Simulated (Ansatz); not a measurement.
**The perfect W wire along [100], 37 atoms a period**

What gap, if any, does the W wire along [100], 37 atoms a period have, and how many channels would it open?

Method: DFT PBE, plane waves, PAW; relaxation of a wire's period; PAW set soft_1, in the first sound run; inputs show where later runs differ, in Ansatz 0.2.0.

### 1. Starting point

The cell holds 37 atoms: 37 W. Cell: a = 19.480 Å, b = 19.480 Å, c = 3.170 Å, α = 90.0°, β = 90.0°, γ = 90.0°. Vacuum lies along a and b. The structure's axis is c.

### 2. Relaxing the period

Band widths follow the bond lengths, so the wire is relaxed first. The atoms and the third cell vector are free; the box across stays fixed as vacuum. A Fermi-Dirac smearing is set since the result may be a metal. The pressure printed is a third of the stress's trace over the whole box, vacuum included; only the stress along the axis is relaxed.

File input.yaml:

```yaml
crystal:
  lattice:
    - [19.48, 0.0, 0.0]
    - [0.0, 19.48, 0.0]
    - [0.0, 0.0, 3.17]
  atoms:
    - { symbol: W, position: [0.174537988, 0.337268994, 0.0] }
    - { symbol: W, position: [0.174537988, 0.5, 0.0] }
    - { symbol: W, position: [0.174537988, 0.662731006, 0.0] }
    - { symbol: W, position: [0.337268994, 0.174537988, 0.0] }
    - { symbol: W, position: [0.337268994, 0.337268994, 0.0] }
    - { symbol: W, position: [0.337268994, 0.5, 0.0] }
    - { symbol: W, position: [0.337268994, 0.662731006, 0.0] }
    - { symbol: W, position: [0.337268994, 0.825462012, 0.0] }
    - { symbol: W, position: [0.5, 0.174537988, 0.0] }
    - { symbol: W, position: [0.5, 0.337268994, 0.0] }
    - { symbol: W, position: [0.5, 0.5, 0.0] }
    - { symbol: W, position: [0.5, 0.662731006, 0.0] }
    - { symbol: W, position: [0.5, 0.825462012, 0.0] }
    - { symbol: W, position: [0.662731006, 0.174537988, 0.0] }
    - { symbol: W, position: [0.662731006, 0.337268994, 0.0] }
    - { symbol: W, position: [0.662731006, 0.5, 0.0] }
    - { symbol: W, position: [0.662731006, 0.662731006, 0.0] }
    - { symbol: W, position: [0.662731006, 0.825462012, 0.0] }
    - { symbol: W, position: [0.825462012, 0.337268994, 0.0] }
    - { symbol: W, position: [0.825462012, 0.5, 0.0] }
    - { symbol: W, position: [0.825462012, 0.662731006, 0.0] }
    - { symbol: W, position: [0.255903491, 0.255903491, 0.5] }
    - { symbol: W, position: [0.255903491, 0.418634497, 0.5] }
    - { symbol: W, position: [0.255903491, 0.581365503, 0.5] }
    - { symbol: W, position: [0.255903491, 0.744096509, 0.5] }
    - { symbol: W, position: [0.418634497, 0.255903491, 0.5] }
    - { symbol: W, position: [0.418634497, 0.418634497, 0.5] }
    - { symbol: W, position: [0.418634497, 0.581365503, 0.5] }
    - { symbol: W, position: [0.418634497, 0.744096509, 0.5] }
    - { symbol: W, position: [0.581365503, 0.255903491, 0.5] }
    - { symbol: W, position: [0.581365503, 0.418634497, 0.5] }
    - { symbol: W, position: [0.581365503, 0.581365503, 0.5] }
    - { symbol: W, position: [0.581365503, 0.744096509, 0.5] }
    - { symbol: W, position: [0.744096509, 0.255903491, 0.5] }
    - { symbol: W, position: [0.744096509, 0.418634497, 0.5] }
    - { symbol: W, position: [0.744096509, 0.581365503, 0.5] }
    - { symbol: W, position: [0.744096509, 0.744096509, 0.5] }
kpoints:
  mp_grid: { grid: [1, 1, 26] }
scf:
  occupations: { method: fermi_dirac, width: 0.05 }
hamiltonian:
  xc: pbe
  pseudopotentials: { kind: paw, azcp: { folder: soft_1 } }
relax:
  cell: { fix: [a, b, alpha, beta, gamma] }
  max_steps: 45
  f_tol: 0.03
```

The run is started by

```console
$ ansatz run input.yaml --threads 16 --pin off --max-ram 61440MiB --backend cuda --events-out ev --progress --plain --runs-dir out --max-vram 78GiB
```

Numbers of over 12 decimals in the logs are rounded to 6 here.

The log of the run:

```text
Engine: ansatz 0.2.0, aarch64-unknown-linux-gnu
Pseudopotentials: kind: paw
Pseudopotential: W, paw, valence charge 14, recommended cutoff 420 eV (normal), soft_1/W.paw.azcp
Functional definition: PBE
  parameter kappa = 0.804
  parameter beta = 0.066725
  exchange = pbe_x(kappa = kappa, mu = beta*pi^2/3)
  correlation = pbe_c(beta = beta)
[...]
Crystal: 37 atoms, lattice volume = 1202.921 Å³
Basis set: ecut = 420 eV, 23511 PW (Γ), exchange–correlation on 270×270×48 points (8 copies of the dense FFT grid, shifted against one another)
Bands: 311, of which v1, the nominal top of the filled ones, is band 259 counted from 1 (258 counted from 0)
Symmetry: 16 space group operations
Space group: P4/mmm (ITA 123), of the structure as read, at distance tolerance 1.1e-4 Å
k-points: 14 of 26
Non-local potential: W, projectors of the file, l = 0: 3, l = 1: 2, l = 2: 2, l = 3: 1
PAW form: soft (Blöchl's): semilocal exchange-correlation on the pseudo side does not see the compensation charge
PAW one-centre angular grid: W, 590 points (default); XC on 64 Gauss nodes
Initial density: superposition of atomic densities (neutral atoms: chi_scale 0, normalization atom)
Initial wavefunctions: pseudopotential atomic-orbital guess
[...]
Functional: x = pbe(κ = 0.804, μ = 0.219515), c = pbe(β = 0.066725)
SCF iter   1: F=—  HF=-384266.330483 eV  |F-HF|=—  |Δ(HF+E_count)|=         —  Δρ=5.55e-2  dr2=3.78e2  ethr=3.10e-3  ⟨swp⟩=10.9  Hψ=20509  notcnv=0
preconditioner: auto → LDOS  [metal: Δε(μ)=0.005 eV  Ē_g=4.843 eV  σ=0.050 eV  W_gap=0.02  n_scr=274 (ndim 8)  ℏωp=16.0 eV  f_vac=0.381  D(μ)=42.46/eV (n_scr^D=330)  β→1.0]
SCF iter   2: F=—  HF=-384248.185395 eV  |F-HF|=—  |Δ(HF+E_count)|=    1.81e1  Δρ=3.77e-2  dr2=8.19e1  ethr=3.10e-3  ⟨swp⟩=5.4  Hψ=11675  notcnv=0  defer=185
[...]
SCF iter  12: F=-384240.265613 eV  HF=-384240.265613 eV  |F-HF|=5.01e-9  |Δ(HF+E_count)|=   6.89e-8  Δρ=9.42e-7  dr2=1.98e-8  ethr=1.93e-11  ⟨swp⟩=5.1  Hψ=13158  notcnv=0
SCF 1 converged in 12 iterations: F = -384240.265613 eV  dr2 = 1.98e-8
  greatest PAW one-centre occupation: 0.999 electrons in one spin orbital (limit 2), on the W atom at site 10 (counted from 0), in its partial waves of l = 0
relax step   1: F+E_penalty+E_count = -384240.26561283 eV  Δ(F+E_penalty+E_count) = +0.000e0 eV  max|allowed force component| = 2.143e0 eV/Å  Δτ_max = 0.0000 Å  P = -6.076 GPa  Ω = 1202.921 Å³  fix = [a, b, alpha, beta, gamma]  reactions: a -5.571, b -5.571 GPa  (12 SCF iters, dr2 threshold 1.00e-7 eV, accepted)
[...]
Crystal: 37 atoms, lattice volume = 1151.283 Å³
Basis set: ecut = 420 eV, 22303 PW (Γ), exchange–correlation on 270×270×48 points (8 copies of the dense FFT grid, shifted against one another)
[...]
iter 1 solved again at ethr=1.63e-3 eV; its pass at ethr=3.10e-3 eV (dr2=8.46e0 eV) is discarded
SCF iter   1: F=—  HF=-384241.786675 eV  |F-HF|=—  |Δ(HF+E_count)|=         —  Δρ=1.75e-2  dr2=8.56e0  ethr=1.63e-3  ⟨swp⟩=5.1  Hψ=25956  notcnv=0  defer=1
preconditioner: auto → LDOS  [metal: Δε(μ)=0.011 eV  Ē_g=4.690 eV  σ=0.050 eV  W_gap=0.05  n_scr=266 (ndim 8)  ℏωp=16.3 eV  f_vac=0.408  D(μ)=37.83/eV (n_scr^D=266)  β→1.0]
SCF iter   2: F=—  HF=-384241.203852 eV  |F-HF|=—  |Δ(HF+E_count)|=   5.83e-1  Δρ=9.53e-3  dr2=3.77e0  ethr=1.63e-3  ⟨swp⟩=3.6  Hψ=7390  notcnv=0  defer=138
[...]
SCF iter   9: F=-384240.667348 eV  HF=-384240.667348 eV  |F-HF|=6.58e-8  |Δ(HF+E_count)|=   1.05e-6  Δρ=3.67e-6  dr2=4.11e-7  ethr=7.14e-10  ⟨swp⟩=4.4  Hψ=12597  notcnv=0
SCF 2 converged in 9 iterations: F = -384240.667348 eV  dr2 = 4.11e-7
  greatest PAW one-centre occupation: 0.999 electrons in one spin orbital (limit 2), on the W atom at site 35 (counted from 0), in its partial waves of l = 0
relax step   2: F+E_penalty+E_count = -384240.66734815 eV  Δ(F+E_penalty+E_count) = -4.017e-1 eV  max|allowed force component| = 1.807e0 eV/Å  Δτ_max = 0.1992 Å  P = +6.555 GPa  Ω = 1151.283 Å³  energy of the carried Pulay correction = +1.355e-2 eV  fix = [a, b, alpha, beta, gamma]  reactions: a +4.689, b +4.689 GPa  (9 SCF iters, dr2 threshold 3.70e-6 eV, accepted)
[...]
Crystal: 37 atoms, lattice volume = 1198.490 Å³
[...]
SCF 3 converged in 8 iterations: F = -384242.674640 eV  dr2 = 1.98e-6
[...]
SCF 4 converged in 7 iterations: F = -384242.767726 eV  dr2 = 1.45e-6
[...]
SCF 5 converged in 6 iterations: F = -384242.771421 eV  dr2 = 2.30e-7
[...]
SCF 6 converged in 6 iterations: F = -384242.767709 eV  dr2 = 1.35e-10
[...]
SCF converged after 6 iterations
[...]
--- Relaxed structure (5 steps of the walk, 5 accepted, 1 SCFs on fresh bases) ---
  F+E_penalty+E_count = -384242.76770857 eV   max|allowed force component| = 2.430e-2 eV/Å   (the final SCF, on the basis selected at the relaxed cell)
  cell:  # Å, volume = 1189.0439 Å³
    - [19.48, 0.0, 0.0]
    - [0.0, 19.48, 0.0]
    - [0.0, 0.0, 3.133430]
  atoms:
    - { symbol: W, position: [0.182935, 0.336981, 0.0] }
    - { symbol: W, position: [0.179564, 0.5, 0.0] }
    - { symbol: W, position: [0.182935, 0.663019, 0.0] }
    - { symbol: W, position: [0.336981, 0.182935, 0.0] }
    - { symbol: W, position: [0.337221, 0.337221, 0.0] }
    - { symbol: W, position: [0.338271, 0.5, 0.0] }
    - { symbol: W, position: [0.337221, 0.662779, 0.0] }
    - { symbol: W, position: [0.336981, 0.817065, 0.0] }
    - { symbol: W, position: [0.5, 0.179564, 0.0] }
    - { symbol: W, position: [0.5, 0.338271, 0.0] }
    - { symbol: W, position: [0.5, 0.5, 0.0] }
    - { symbol: W, position: [0.5, 0.661729, 0.0] }
    - { symbol: W, position: [0.5, 0.820436, 0.0] }
    - { symbol: W, position: [0.663019, 0.182935, 0.0] }
    - { symbol: W, position: [0.662779, 0.337221, 0.0] }
    - { symbol: W, position: [0.661729, 0.5, 0.0] }
    - { symbol: W, position: [0.662779, 0.662779, 0.0] }
    - { symbol: W, position: [0.663019, 0.817065, 0.0] }
    - { symbol: W, position: [0.817065, 0.336981, 0.0] }
    - { symbol: W, position: [0.820436, 0.5, 0.0] }
    - { symbol: W, position: [0.817065, 0.663019, 0.0] }
    - { symbol: W, position: [0.257331, 0.257331, 0.500000] }
    - { symbol: W, position: [0.253494, 0.419258, 0.500000] }
    - { symbol: W, position: [0.253494, 0.580742, 0.500000] }
    - { symbol: W, position: [0.257331, 0.742669, 0.500000] }
    - { symbol: W, position: [0.419258, 0.253494, 0.500000] }
    - { symbol: W, position: [0.418356, 0.418356, 0.500000] }
    - { symbol: W, position: [0.418356, 0.581644, 0.500000] }
    - { symbol: W, position: [0.419258, 0.746506, 0.500000] }
    - { symbol: W, position: [0.580742, 0.253494, 0.500000] }
    - { symbol: W, position: [0.581644, 0.418356, 0.500000] }
    - { symbol: W, position: [0.581644, 0.581644, 0.500000] }
    - { symbol: W, position: [0.580742, 0.746506, 0.500000] }
    - { symbol: W, position: [0.742669, 0.257331, 0.500000] }
    - { symbol: W, position: [0.746506, 0.419258, 0.500000] }
    - { symbol: W, position: [0.746506, 0.580742, 0.500000] }
    - { symbol: W, position: [0.742669, 0.742669, 0.500000] }
```

Run time: 19 s. Hardware: 1 × NVIDIA GB200 with 16 threads of Arm Neoverse V2, shared host; peak memory 1.6 GiB.

Step by step:

| step | energy less that of the first step (eV) | largest force component (eV/Å) | pressure (GPa) | volume (Å³) |
| --- | --- | --- | --- | --- |
| 1 | 0.0000 | 2.1430 | -6.08 | 1202.92 |
| 2 | -0.4017 | 1.8074 | 6.55 | 1151.28 |
| 3 | -2.4090 | 0.3496 | -0.57 | 1198.49 |
| 4 | -2.5021 | 0.0775 | -0.09 | 1189.10 |
| 5 | -2.5058 | 0.0243 | -0.05 | 1189.04 |
| 6 | -2.5021 | 0.0243 | -0.05 | 1189.04 |

The log counts 1 steps on a newly chosen plane-wave basis, not all of them marked here; energy and pressure can jump at such steps.

The run keeps the 16 symmetry operations that it works with, so distortions that break them were not tested.

| cell as run | before | after | change |
| --- | --- | --- | --- |
| c (Å) | 3.170 | 3.133 | -1.2 % |

The atoms that moved most (Å, along periodic axes as changes of fractional coordinates times the final cell, across vacuum about the mean position):

| atom | dx | dy | dz | length |
| --- | --- | --- | --- | --- |
| W1 | 0.164 | -0.006 | 0.000 | 0.164 |
| W3 | 0.164 | 0.006 | 0.000 | 0.164 |
| W4 | -0.006 | 0.164 | 0.000 | 0.164 |
| W14 | 0.006 | 0.164 | 0.000 | 0.164 |
| W8 | -0.006 | -0.164 | 0.000 | 0.164 |
| W21 | -0.164 | 0.006 | 0.000 | 0.164 |
| W19 | -0.164 | -0.006 | 0.000 | 0.164 |
| W18 | 0.006 | -0.164 | 0.000 | 0.164 |

This step gave:

```
energy at zero smearing    : -384242.6113 eV
cell length along the wire : 3.133 Å
```

The cell's length comes to 3.133 Å with spin left out.

### 3. The perfect wire

This step: DFT PBE, plane waves, PAW; bands of a perfect wire; PAW set soft_1 (Ansatz 0.2.0).

At the relaxed period the bands are computed along the axis; those that cross an energy going forward count the channels that a perfect wire would open there.

File input.yaml:

```yaml
crystal:
  lattice:
    - [19.48, 0.0, 0.0]
    - [0.0, 19.48, 0.0]
    - [0.0, 0.0, 3.1334300245]
  atoms:
    - { symbol: W, position: [0.18293506, 0.336980653, 0.0] }
    - { symbol: W, position: [0.179563626, 0.5, 0.0] }
    - { symbol: W, position: [0.18293506, 0.663019347, 0.0] }
    - { symbol: W, position: [0.336980653, 0.18293506, 0.0] }
    - { symbol: W, position: [0.337221021, 0.337221021, 0.0] }
    - { symbol: W, position: [0.338271211, 0.5, 0.0] }
    - { symbol: W, position: [0.337221021, 0.662778979, 0.0] }
    - { symbol: W, position: [0.336980653, 0.81706494, 0.0] }
    - { symbol: W, position: [0.5, 0.179563626, 0.0] }
    - { symbol: W, position: [0.5, 0.338271211, 0.0] }
    - { symbol: W, position: [0.5, 0.5, 0.0] }
    - { symbol: W, position: [0.5, 0.661728789, 0.0] }
    - { symbol: W, position: [0.5, 0.820436374, 0.0] }
    - { symbol: W, position: [0.663019347, 0.18293506, 0.0] }
    - { symbol: W, position: [0.662778979, 0.337221021, 0.0] }
    - { symbol: W, position: [0.661728789, 0.5, 0.0] }
    - { symbol: W, position: [0.662778979, 0.662778979, 0.0] }
    - { symbol: W, position: [0.663019347, 0.81706494, 0.0] }
    - { symbol: W, position: [0.81706494, 0.336980653, 0.0] }
    - { symbol: W, position: [0.820436374, 0.5, 0.0] }
    - { symbol: W, position: [0.81706494, 0.663019347, 0.0] }
    - { symbol: W, position: [0.257331455, 0.257331455, 0.5] }
    - { symbol: W, position: [0.253493997, 0.41925834, 0.5] }
    - { symbol: W, position: [0.253493997, 0.58074166, 0.5] }
    - { symbol: W, position: [0.257331455, 0.742668545, 0.5] }
    - { symbol: W, position: [0.41925834, 0.253493997, 0.5] }
    - { symbol: W, position: [0.418355983, 0.418355983, 0.5] }
    - { symbol: W, position: [0.418355983, 0.581644017, 0.5] }
    - { symbol: W, position: [0.41925834, 0.746506003, 0.5] }
    - { symbol: W, position: [0.58074166, 0.253493997, 0.5] }
    - { symbol: W, position: [0.581644017, 0.418355983, 0.5] }
    - { symbol: W, position: [0.581644017, 0.581644017, 0.5] }
    - { symbol: W, position: [0.58074166, 0.746506003, 0.5] }
    - { symbol: W, position: [0.742668545, 0.257331455, 0.5] }
    - { symbol: W, position: [0.746506003, 0.41925834, 0.5] }
    - { symbol: W, position: [0.746506003, 0.58074166, 0.5] }
    - { symbol: W, position: [0.742668545, 0.742668545, 0.5] }
kpoints:
  mp_grid: { grid: [1, 1, 26] }
  band_path: { path: ["Γ", Z], npoints: 90 }
scf:
  occupations: { method: fermi_dirac, width: 0.05 }
hamiltonian:
  xc: pbe
  pseudopotentials: { kind: paw, azcp: { folder: soft_1 } }
output:
  dos: { e_range: [-5, 4] }
  write_potential: true
  write_density: true
  volumetric_format: npy
```

The log of the run:

```text
[...]
Crystal: 37 atoms, lattice volume = 1189.044 Å³
Basis set: ecut = 420 eV, 23231 PW (Γ)
Bands: 311, of which v1, the nominal top of the filled ones, is band 259 counted from 1 (258 counted from 0)
[... 1 set-up line as in the run before ...]
[...]
k-points: 14 of 26
[...]
SCF iter   1: F=—  HF=-384268.284199 eV  |F-HF|=—  |Δ(HF+E_count)|=         —  Δρ=5.36e-2  dr2=2.81e2  ethr=3.10e-3  ⟨swp⟩=10.7  Hψ=21366  notcnv=0  defer=24
[...]
SCF iter   6: F=—  HF=-384242.767516 eV  |F-HF|=—  |Δ(HF+E_count)|=   2.37e-3  Δρ=3.48e-4  dr2=4.29e-3  ethr=9.78e-6  ⟨swp⟩=3.1  Hψ=7209  notcnv=0  defer=229
[...]
SCF iter   9: F=—  HF=-384242.767738 eV  |F-HF|=—  |Δ(HF+E_count)|=   5.66e-3  Δρ=1.69e-5  dr2=7.64e-6  ethr=1.29e-8  ⟨swp⟩=3.1  Hψ=7037  notcnv=0  defer=229
[...]
SCF iter  11: F=-384242.767742 eV  HF=-384242.767742 eV  |F-HF|=4.69e-8  |Δ(HF+E_count)|=   3.82e-7  Δρ=2.40e-6  dr2=8.61e-8  ethr=1.93e-11  ⟨swp⟩=17.4  Hψ=17688  notcnv=0
SCF 1 converged in 11 iterations: F = -384242.767742 eV  dr2 = 8.61e-8
[...]
NSCF: frozen V_eff on 91 k-points
[...]
SCF converged after 11 iterations
[...]
```

Wall time 22 s (1 × NVIDIA GB200 with 16 threads); peak memory 2.9 GiB; 3.5 min of CPU time.

The column dr2 measures how far the density is from self-consistency, as an energy; F and HF (Harris–Foulkes) agree once it is small.

Numbers from this step:

- band gap on the path through both edges: 0 eV

The electronic bands at the labelled points (eV, zero at the Fermi level; # counts the bands kept):

| point | #35 | #36 | #37 | #38 | #39 | #40 | #41 | #42 |
| --- | --- | --- | --- | --- | --- | --- | --- | --- |
| Γ | -0.25 | -0.25 | -0.02 | -0.02 | 0.00 | 0.02 | 0.02 | 0.06 |
| halfway | -0.31 | -0.24 | -0.01 | -0.01 | 0.07 | 0.15 | 0.15 | 0.31 |
| Z | 0.10 | 0.40 | 0.40 | 0.48 | 0.48 | 0.75 | 0.83 | 0.87 |

Between Γ and Z the bands cross the Fermi level 19 times, so a perfect wire would conduct at least 19 G₀, with spin left out.

### 4. What came out

```json
{
 "cell length, PBE": "3.133 Å",
 "ballistic conductance by band crossings, a lower bound, PBE": "19 G₀"
}
```

Under PBE the cell's length is 3.13 Å, and the bands cross the Fermi level 19 times between Γ and Z, which gives a perfect wire at least 19 G₀ (opposite crossings within one step of the path cancel in such a count). No spin was allowed, though thin wires with open d shells can turn magnetic. Spin-orbit coupling is left out, which matters for the bands of heavy atoms.

[Logs are printed without paths, hosts, clocks, repeated set-up lines and the standing remarks that a program may print on its own settings, such as how far it seeks lower states.]

[Hosts, paths, dates, database ids (printed as entryN), source tags and the programs' standing remarks are cut or masked in the printed files.]
